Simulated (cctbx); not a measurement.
**Absolute structure of CsErW**

Space group P6_3mc (no. 186), a = 5.6890 Å, b = 5.6890 Å, c = 9.0060 Å, α = 90.00°, β = 90.00°, γ = 120.00°.

```csv
atom,mult.,x,y,z,Ueq (Å²)
W1,2,1/3,2/3,0.2267,0.0134
Er1,2,0,0,0.0071,0.0086
Cs1,2,2/3,1/3,0.3213,0.0148
```

The model was made for the exercise: a known structure type with other elements put in, its volume estimated, not relaxed; displacement parameters are assumed.

Data sets are simulated with cctbx and refined with Bijvoet mates kept apart; Flack x is then fitted as the share of an inverted twin with the atoms fixed, Hooft y from the Bijvoet differences. The group is acentric but holds improper operations, so there is an absolute structure (orientation) and no hand.

Untwinned crystal. What Flack and Hooft values should come out?

| λ (Å) | extinction (unmodelled) | d min (Å) | top counts | error (%) | model | R1 | Flack x | s.u. | Hooft y | s.u. | pairs |
| --- | --- | --- | --- | --- | --- | --- | --- | --- | --- | --- | --- |
| 0.71073 | 0 | 0.77 | 40000 | 3 | as given | 0.0071 | -0.008 | 0.015 | -0.002 | 0.007 | 119 |
| 0.71073 | 0 | 0.77 | 40000 | 3 | inverted | 0.0533 | 0.999 | 0.016 | 1.020 | 0.007 | 119 |
| 1.54184 | 0 | 0.83 | 70000 | 3 | as given | 0.0059 | 0.001 | 0.011 | 0.004 | 0.005 | 95 |

With Mo Kα, x is within 3 s.u. of 0, so the absolute structure is right. With Cu Kα, x is within 3 s.u. of 0, so the absolute structure is right. Inverting the model turns x into about 1 − x.

A further crystal gives:

```
 λ (Å)  extinction (unmodelled)  d min (Å)  top counts  error (%)     model      R1  Flack x   s.u.  Hooft y   s.u.  pairs
1.3414                        0       0.83        5000          3  as given  0.0626    0.835  0.018    0.844  0.013     95
```

**Question.** What is it?

It was simulated as an inversion twin with a fraction 0.8 of the inverted domain. Flack x is over 3 s.u. from both 0 and 1 and reads that fraction.

[Logs are printed without paths, hosts, clocks, repeated set-up lines and the standing remarks that a program may print on its own settings, such as how far it seeks lower states.]
